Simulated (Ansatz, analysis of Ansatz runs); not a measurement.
# Ga-H pair in Si: local vibrational mode against experiment

Aim: the local vibrational mode of the Ga-H pair in Si, to be set beside the measurement. Set-up: PBE, 64-site cell, PBE lattice, 420 eV, k: the single point 1/4 1/4 1/4, 17 sites displaced. The model is a cell of 64 host atoms with Ga put on another atom's site and H put in between. The frequencies come from force constants among the defect atom and its neighbours, with the masses of the isotopes named.

Measured beforehand: Si-H stretch, 1H: 2171 cm⁻¹, by IR absorption (quoted in “Local vibrational modes of impurities in silicon”, 2008, M.D. McCluskey, quoting earlier work (1987)). The calculation is set beside it at the end.

Program: Ansatz 0.2.0. Level of theory: plane-wave PAW DFT, PBE; relaxation of all atoms of a defect supercell. Results are calculated unless marked as measured.

## 1. Starting point

The cell holds 65 atoms: 63 Si, 1 Ga and 1 H. Cell: a = 10.940 Å, b = 10.940 Å, c = 10.940 Å, α = 90.0°, β = 90.0°, γ = 90.0°. It derives from Si (space group Fd-3m). Nearest the centre at fractional (0.346, 0.346, 0.346): H65 at 0.55 Å, Ga8 at 1.00 Å, Si4 at 2.06 Å, Si27 at 2.61 Å, Si49 at 2.61 Å, Si42 at 2.61 Å, Si7 at 3.43 Å, Si6 at 3.43 Å.

The host's primitive cell comes from a first run (plane-wave PAW DFT, PBE; relaxation of the host's cell and atoms): vectors of 3.868, 3.868 and 3.868 Å. That is 20.46 Å³ an atom, 2.2 % over the diffraction cell's volume. The supercell is built on it.

## 2. Relaxation, charge 0

Every later number rests on the structure around the defect, so the atoms are relaxed at the host's lattice first.

File relax/input.yaml:

```yaml
relax:
  f_tol: 0.01
  max_steps: 80
  random_displacement: { amplitude: 0.02, seed: 641 }
crystal:
  lattice:
    - [10.93956649, 0.0, 0.0]
    - [0.0, 10.93956649, 0.0]
    - [0.0, 0.0, 10.93956649]
  atoms:
    - { symbol: Si, position: [0.0, 0.0, 0.25] }
    - { symbol: Si, position: [0.0, 0.25, 0.0] }
    - { symbol: Si, position: [0.25, 0.0, 0.0] }
    - { symbol: Si, position: [0.236809349, 0.236809349, 0.236809349] }
    - { symbol: Si, position: [0.125, 0.125, 0.375] }
    - { symbol: Si, position: [0.125, 0.375, 0.125] }
    - { symbol: Si, position: [0.375, 0.125, 0.125] }
    - { symbol: Ga, position: [0.398748656, 0.398748656, 0.398748656] }
    - { symbol: Si, position: [0.0, 0.0, 0.75] }
    - { symbol: Si, position: [0.0, 0.25, 0.5] }
    - { symbol: Si, position: [0.25, 0.0, 0.5] }
    - { symbol: Si, position: [0.25, 0.25, 0.75] }
    - { symbol: Si, position: [0.125, 0.125, 0.875] }
    - { symbol: Si, position: [0.125, 0.375, 0.625] }
    - { symbol: Si, position: [0.375, 0.125, 0.625] }
    - { symbol: Si, position: [0.375, 0.375, 0.875] }
    - { symbol: Si, position: [0.0, 0.5, 0.25] }
    - { symbol: Si, position: [0.0, 0.75, 0.0] }
    - { symbol: Si, position: [0.25, 0.5, 0.0] }
    - { symbol: Si, position: [0.25, 0.75, 0.25] }
    - { symbol: Si, position: [0.125, 0.625, 0.375] }
    - { symbol: Si, position: [0.125, 0.875, 0.125] }
    - { symbol: Si, position: [0.375, 0.625, 0.125] }
    - { symbol: Si, position: [0.375, 0.875, 0.375] }
    - { symbol: Si, position: [0.0, 0.5, 0.75] }
    - { symbol: Si, position: [0.0, 0.75, 0.5] }
    - { symbol: Si, position: [0.25, 0.5, 0.5] }
    - { symbol: Si, position: [0.25, 0.75, 0.75] }
    - { symbol: Si, position: [0.125, 0.625, 0.875] }
    - { symbol: Si, position: [0.125, 0.875, 0.625] }
    - { symbol: Si, position: [0.375, 0.625, 0.625] }
    - { symbol: Si, position: [0.375, 0.875, 0.875] }
    - { symbol: Si, position: [0.5, 0.0, 0.25] }
    - { symbol: Si, position: [0.5, 0.25, 0.0] }
    - { symbol: Si, position: [0.75, 0.0, 0.0] }
    - { symbol: Si, position: [0.75, 0.25, 0.25] }
    - { symbol: Si, position: [0.625, 0.125, 0.375] }
    - { symbol: Si, position: [0.625, 0.375, 0.125] }
    - { symbol: Si, position: [0.875, 0.125, 0.125] }
    - { symbol: Si, position: [0.875, 0.375, 0.375] }
    - { symbol: Si, position: [0.5, 0.0, 0.75] }
    - { symbol: Si, position: [0.5, 0.25, 0.5] }
    - { symbol: Si, position: [0.75, 0.0, 0.5] }
    - { symbol: Si, position: [0.75, 0.25, 0.75] }
    - { symbol: Si, position: [0.625, 0.125, 0.875] }
    - { symbol: Si, position: [0.625, 0.375, 0.625] }
    - { symbol: Si, position: [0.875, 0.125, 0.625] }
    - { symbol: Si, position: [0.875, 0.375, 0.875] }
    - { symbol: Si, position: [0.5, 0.5, 0.25] }
    - { symbol: Si, position: [0.5, 0.75, 0.0] }
    - { symbol: Si, position: [0.75, 0.5, 0.0] }
    - { symbol: Si, position: [0.75, 0.75, 0.25] }
    - { symbol: Si, position: [0.625, 0.625, 0.375] }
    - { symbol: Si, position: [0.625, 0.875, 0.125] }
    - { symbol: Si, position: [0.875, 0.625, 0.125] }
    - { symbol: Si, position: [0.875, 0.875, 0.375] }
    - { symbol: Si, position: [0.5, 0.5, 0.75] }
    - { symbol: Si, position: [0.5, 0.75, 0.5] }
    - { symbol: Si, position: [0.75, 0.5, 0.5] }
    - { symbol: Si, position: [0.75, 0.75, 0.75] }
    - { symbol: Si, position: [0.625, 0.625, 0.875] }
    - { symbol: Si, position: [0.625, 0.875, 0.625] }
    - { symbol: Si, position: [0.875, 0.625, 0.625] }
    - { symbol: Si, position: [0.875, 0.875, 0.875] }
    - { symbol: H, position: [0.316442, 0.316442, 0.316442] }
basis:
  ecutwfc: 420
  xc_grid: 2
hamiltonian:
  xc: pbe
kpoints:
  mp_grid: { grid: [1, 1, 1], shift: [0.25, 0.25, 0.25] }
scf:
  occupations: { method: fermi_dirac, width: 0.01 }
  max_iter: 120
output:
  forces: true
checkpoint:
  write: "../relax.run"
  compress: false
  write_wavefunctions: true
  write_every: 100000
```

Started as:

```sh
ansatz run input.yaml --threads 4 --pin off --max-ram 7536MiB --backend cpu --events-out ev --progress --plain --runs-dir out
```

Numbers of over 12 decimals in the logs are rounded to 6 here.

Log:

```text
[... repeated set-up lines and file paths are left out, and long positions are rounded to six places ...]
Engine: ansatz 0.2.0, aarch64-unknown-linux-gnu
Pseudopotentials: kind: paw
Pseudopotential: Si, paw, valence charge 4, recommended cutoff 420 eV (normal), Si.paw.azcp
Pseudopotential: Ga, paw, valence charge 13, recommended cutoff 420 eV (normal), Ga.paw.azcp
Pseudopotential: H, paw, valence charge 1, recommended cutoff 420 eV (normal), H.paw.azcp
Functional definition: PBE
  parameter kappa = 0.804
  parameter beta = 0.066725
  exchange = pbe_x(kappa = kappa, mu = beta*pi^2/3)
  correlation = pbe_c(beta = beta)
Crystal: 65 atoms, lattice volume = 1309.183 Å³
Basis set: ecut = 420 eV, 25677 PW (Γ), exchange–correlation on 150×150×150 points (8 copies of the dense FFT grid, shifted against one another)
Bands: 198, of which v1, the nominal top of the filled ones, is band 133 counted from 1 (132 counted from 0)
Symmetry: 1 space group operations
k-points: 1
Non-local potential: Si, projectors of the file, l = 0: 2, l = 1: 2, l = 2: 2
Non-local potential: Ga, projectors of the file, l = 0: 2, l = 1: 2, l = 2: 3, l = 3: 1
Non-local potential: H, projectors of the file, l = 0: 2, l = 1: 1
PAW form: soft (Blöchl's): semilocal exchange-correlation on the pseudo side does not see the compensation charge
PAW one-centre angular grid: Si, 110 points (default); XC on 64 Gauss nodes
PAW one-centre angular grid: Ga, 590 points (default); XC on 64 Gauss nodes
PAW one-centre angular grid: H, 110 points (default); XC on 64 Gauss nodes
Initial density: superposition of atomic densities (neutral atoms: chi_scale 0, normalization atom), corrected by the library's trained network
Initial wavefunctions: pseudopotential atomic-orbital guess
Functional: x = pbe(κ = 0.804, μ = 0.219515), c = pbe(β = 0.066725)
SCF iter   1: F=—  HF=-43853.033628 eV  |F-HF|=—  |Δ(HF+E_count)|=         —  Δρ=2.78e-3  dr2=1.03e-1  ethr=1.77e-3  ⟨swp⟩=6.0  Hψ=903  notcnv=0  defer=41
preconditioner: auto → Resta (q_TF=auto, 2.092 Å⁻¹)  ε∞=5.2  [insulator: Δε(μ)=1.107 eV  Ē_g=8.181 eV  σ=0.010 eV  W_gap=1.00  n_scr=202 (ndim 8)  ℏωp=16.7 eV  f_vac=0.000  D(μ)=0.00/eV (n_scr^D=0)  ε∞_Penn≈5.2]
SCF iter   2: F=—  HF=-43853.031353 eV  |F-HF|=—  |Δ(HF+E_count)|=   2.28e-3  Δρ=1.58e-3  dr2=2.74e-2  ethr=3.88e-5  ⟨swp⟩=2.0  Hψ=360  notcnv=0  defer=58
SCF iter   3: F=—  HF=-43853.031458 eV  |F-HF|=—  |Δ(HF+E_count)|=   1.06e-4  Δρ=2.62e-4  dr2=1.76e-3  ethr=1.03e-5  ⟨swp⟩=2.0  Hψ=147  notcnv=0  defer=58
SCF iter   4: F=—  HF=-43853.030812 eV  |F-HF|=—  |Δ(HF+E_count)|=   6.46e-4  Δρ=6.99e-5  dr2=8.31e-5  ethr=6.60e-7  ⟨swp⟩=2.0  Hψ=273  notcnv=0  defer=58
SCF iter   5: F=—  HF=-43853.030873 eV  |F-HF|=—  |Δ(HF+E_count)|=   6.15e-5  Δρ=3.96e-5  dr2=1.99e-5  ethr=3.12e-8  ⟨swp⟩=2.0  Hψ=273  notcnv=0  defer=58
SCF iter   6: F=—  HF=-43853.030867 eV  |F-HF|=—  |Δ(HF+E_count)|=   6.48e-6  Δρ=1.42e-5  dr2=2.32e-6  ethr=9.40e-10  ⟨swp⟩=3.0  Hψ=741  notcnv=0
SCF iter   7: F=-43853.030867 eV  HF=-43853.030866 eV  |F-HF|=2.46e-7  |Δ(HF+E_count)|=   4.54e-7  Δρ=4.08e-6  dr2=1.81e-7  ethr=8.73e-10  ⟨swp⟩=4.0  Hψ=589  notcnv=0
SCF 1 converged in 7 iterations: F = -43853.030867 eV  dr2 = 1.81e-7
  greatest PAW one-centre occupation: 0.994 electrons in one spin orbital (limit 2), on the Ga atom at site 7 (counted from 0), in its partial waves of l = 2
relax step   1: F+E_penalty+E_count = -43853.03086661 eV  Δ(F+E_penalty+E_count) = +0.000e0 eV  max|allowed force component| = 1.302e0 eV/Å  Δτ_max = 0.0000 Å  (7 SCF iters, dr2 threshold 2.50e-6 eV, accepted)
[... the SCF cycles and remarks between the steps are left out from here to the last step ...]
relax step   2: F+E_penalty+E_count = -43853.66598446 eV  Δ(F+E_penalty+E_count) = -6.351e-1 eV  max|allowed force component| = 4.105e-1 eV/Å  Δτ_max = 0.1040 Å  (5 SCF iters, dr2 threshold 1.00e-4 eV, accepted)
relax step   3: F+E_penalty+E_count = -43853.72465625 eV  Δ(F+E_penalty+E_count) = -5.867e-2 eV  max|allowed force component| = 1.433e-1 eV/Å  Δτ_max = 0.0330 Å  (5 SCF iters, dr2 threshold 1.05e-5 eV, accepted)
relax step   4: F+E_penalty+E_count = -43853.72913844 eV  Δ(F+E_penalty+E_count) = -4.482e-3 eV  max|allowed force component| = 5.024e-2 eV/Å  Δτ_max = 0.0251 Å  (5 SCF iters, dr2 threshold 2.04e-6 eV, accepted)
relax step   5: F+E_penalty+E_count = -43853.72982974 eV  Δ(F+E_penalty+E_count) = -6.913e-4 eV  max|allowed force component| = 6.599e-3 eV/Å  Δτ_max = 0.0122 Å  (5 SCF iters, dr2 threshold 3.07e-7 eV, accepted)
relax step   6: F+E_penalty+E_count = -43853.72982976 eV  Δ(F+E_penalty+E_count) = -2.034e-8 eV  max|allowed force component| = 6.585e-3 eV/Å  Δτ_max = 0.0000 Å  (2 SCF iters, accepted)
relax step   7: F+E_penalty+E_count = -43853.72986067 eV  Δ(F+E_penalty+E_count) = -3.091e-5 eV  max|allowed force component| = 3.844e-3 eV/Å  Δτ_max = 0.0018 Å  (3 SCF iters, accepted)
relax step   8: F+E_penalty+E_count = -43853.72987486 eV  Δ(F+E_penalty+E_count) = -1.419e-5 eV  max|allowed force component| = 3.161e-3 eV/Å  Δτ_max = 0.0029 Å  (3 SCF iters, accepted)
relax step   9: F+E_penalty+E_count = -43853.72994918 eV  Δ(F+E_penalty+E_count) = -7.432e-5 eV  max|allowed force component| = 8.175e-3 eV/Å  Δτ_max = 0.0174 Å  (5 SCF iters, accepted)
relax step  10: F+E_penalty+E_count = -43853.73000750 eV  Δ(F+E_penalty+E_count) = -5.831e-5 eV  max|allowed force component| = 1.026e-1 eV/Å  Δτ_max = 0.1973 Å  (7 SCF iters, accepted)
relax step  11: F+E_penalty+E_count = -43853.73140558 eV  Δ(F+E_penalty+E_count) = -1.398e-3 eV  max|allowed force component| = 6.218e-2 eV/Å  Δτ_max = 0.0652 Å  (4 SCF iters, dr2 threshold 1.05e-5 eV, accepted)
relax step  12: F+E_penalty+E_count = -43853.73497750 eV  Δ(F+E_penalty+E_count) = -3.572e-3 eV  max|allowed force component| = 2.923e-2 eV/Å  Δτ_max = 0.1120 Å  (5 SCF iters, dr2 threshold 1.42e-6 eV, accepted)
relax step  13: F+E_penalty+E_count = -43853.73657115 eV  Δ(F+E_penalty+E_count) = -1.594e-3 eV  max|allowed force component| = 1.033e-1 eV/Å  Δτ_max = 0.1950 Å  (7 SCF iters, dr2 threshold 1.89e-7 eV, accepted)
relax step  14: F+E_penalty+E_count = -43853.73849939 eV  Δ(F+E_penalty+E_count) = -1.928e-3 eV  max|allowed force component| = 2.893e-2 eV/Å  Δτ_max = 0.0478 Å  (4 SCF iters, dr2 threshold 2.36e-6 eV, accepted)
relax step  15: F+E_penalty+E_count = -43853.73899023 eV  Δ(F+E_penalty+E_count) = -4.908e-4 eV  max|allowed force component| = 1.581e-2 eV/Å  Δτ_max = 0.0474 Å  (6 SCF iters, accepted)
SCF iter   1: F=—  HF=-43853.740050 eV  |F-HF|=—  |Δ(HF+E_count)|=         —  Δρ=3.55e-4  dr2=9.78e-4  ethr=3.49e-6  ⟨swp⟩=6.0  Hψ=558  notcnv=0  defer=58
SCF iter   2: F=—  HF=-43853.739948 eV  |F-HF|=—  |Δ(HF+E_count)|=   1.01e-4  Δρ=1.94e-4  dr2=2.89e-4  ethr=3.68e-7  ⟨swp⟩=1.0  Hψ=228  notcnv=0  defer=58
SCF iter   3: F=—  HF=-43853.739929 eV  |F-HF|=—  |Δ(HF+E_count)|=   1.99e-5  Δρ=1.02e-5  dr2=1.80e-6  ethr=1.09e-7  ⟨swp⟩=2.0  Hψ=239  notcnv=0  defer=58
SCF iter   4: F=—  HF=-43853.739189 eV  |F-HF|=—  |Δ(HF+E_count)|=   7.40e-4  Δρ=4.59e-6  dr2=3.45e-7  ethr=3.76e-11  ⟨swp⟩=6.0  Hψ=702  notcnv=0
SCF iter   5: F=-43853.739189 eV  HF=-43853.739189 eV  |F-HF|=9.82e-8  |Δ(HF+E_count)|=   1.25e-7  Δρ=2.27e-6  dr2=5.86e-8  ethr=3.76e-11  ⟨swp⟩=5.0  Hψ=603  notcnv=0
SCF 16 converged in 5 iterations: F = -43853.739189 eV  dr2 = 5.86e-8
relax step  16: F+E_penalty+E_count = -43853.73918900 eV  Δ(F+E_penalty+E_count) = -1.988e-4 eV  max|allowed force component| = 7.866e-3 eV/Å  Δτ_max = 0.0261 Å  (5 SCF iters, accepted)
NSCF: frozen V_eff on 1 k-points
the band table was solved once a step of the walk had ended and its energy, with any forces and stress, was formed, with the checks that follow a solve (975 applications of the Hamiltonian). They found nothing against the state; [...]
SCF converged after 5 iterations
Free energy (F): -43853.739189 eV
Harris-Foulkes:  -43853.739189 eV  (|F-HF|=9.82e-8)
Internal energy: -43853.739189 eV  (E = F + TS)
E sigma→0 (E₀):  -43853.739189 eV
Fermi energy:    6.367816 eV
--- Per-component energies (eV) ---
  E_band       = 183.276597
  E_kinetic    = 2661.900686
  E_local      = -4609.793596  (includes V_loc(G=0)·N_el)
  E_nonlocal   = 2056.516338
  E_hartree    = 1822.927342
  E_xc         = -3550.625366
  E_vxc        = -3008.693818  (∫ρ·V_xc dr)
  E_paw        = -34291.417966  (= ΣΔE_a)
  E_vpaw       = -562.520391  (= ΣTr[D̂ρ^β])
  E_aug_tail   = -0.000997  (compensation charges beyond the density's cutoff)
  E_ewald      = -7943.245630
  E_smearing   = -0.000000  (= −TS)
  E_closure    = 0.000000  (closes the sum)
  Σ components = -43853.739189   (vs F -43853.739189, Δ=0.00e0)
--- Forces (eV/Å), atoms counted from 1 ---
  atom   1  Si    -0.00186507    -0.00122642    -0.00098835
  atom   2  Si    -0.00059485    -0.00137162    -0.00079911
  [... 1 atom left out ...]
  atom   4  Si    -0.00193390    -0.00291950     0.00193896
  atom   5  Si     0.00014615     0.00261989     0.00133667
  atom   6  Si    -0.00193043    -0.00192375    -0.00067390
  atom   7  Si    -0.00056461    -0.00208992    -0.00335936
  atom   8  Ga     0.00786642     0.00417037     0.00750787
  [... 14 atoms left out ...]
  atom  23  Si    -0.00070110    -0.00076376     0.00227798
  [... 3 atoms left out ...]
  atom  27  Si    -0.00117291    -0.00240280    -0.00084813
  [... 14 atoms left out ...]
  atom  42  Si    -0.00283352    -0.00279883    -0.00139826
  [... 6 atoms left out ...]
  atom  49  Si     0.00097934     0.00045882    -0.00252505
  [... 15 atoms left out ...]
  atom  65  H     -0.00441781     0.00000923    -0.00333229
  max |Σ_I F_I| component: 1.46e-5 eV/Å
--- Band table (eV) ---
  k-point 0: bands = ["-8.4417", "-8.3134", "-8.3111", "-8.2438", [... 190 left out ...] "10.1951", "10.2264", "10.2362", "10.3190"]
--- Relaxed structure (16 steps of the walk, 16 accepted, 0 SCFs on fresh bases) ---
  F+E_penalty+E_count = -43853.73918900 eV   max|allowed force component| = 7.866e-3 eV/Å
  atoms:
    - { symbol: Si, position: [-0.003158, -0.003880, 0.248637] }
    - { symbol: Si, position: [-0.002755, 0.248764, -0.003383] }
    [... 1 atom left out ...]
    - { symbol: Si, position: [0.232311, 0.233906, 0.234046] }
    - { symbol: Si, position: [0.119387, 0.118556, 0.374949] }
    - { symbol: Si, position: [0.119825, 0.375334, 0.119122] }
    - { symbol: Si, position: [0.379518, 0.124202, 0.124338] }
    - { symbol: Ga, position: [0.401636, 0.397188, 0.396944] }
    [... 14 atoms left out ...]
    - { symbol: Si, position: [0.375611, 0.626388, 0.123251] }
    [... 3 atoms left out ...]
    - { symbol: Si, position: [0.249121, 0.507046, 0.507012] }
    [... 14 atoms left out ...]
    - { symbol: Si, position: [0.506305, 0.243431, 0.505329] }
    [... 6 atoms left out ...]
    - { symbol: Si, position: [0.506067, 0.505179, 0.242999] }
    [... 15 atoms left out ...]
    - { symbol: H, position: [0.277671, 0.325824, 0.330148] }
```

Run time: 2.3 min. Hardware: 4 threads of Arm Neoverse V2, shared host; peak memory 1.7 GiB; 8.7 min of CPU time.

(Continued in part 2 of 2.)

[Logs are printed without paths, hosts, clocks, repeated set-up lines and the standing remarks that a program may print on its own settings, such as how far it seeks lower states.]

[Hosts, paths, dates, database ids (printed as entryN), source tags and the programs' standing remarks are cut or masked in the printed files.]

[For some hosts the program warned that the k-mesh of the response run may be too coarse for force constants and the static dielectric constant; such warnings are not shown here.]
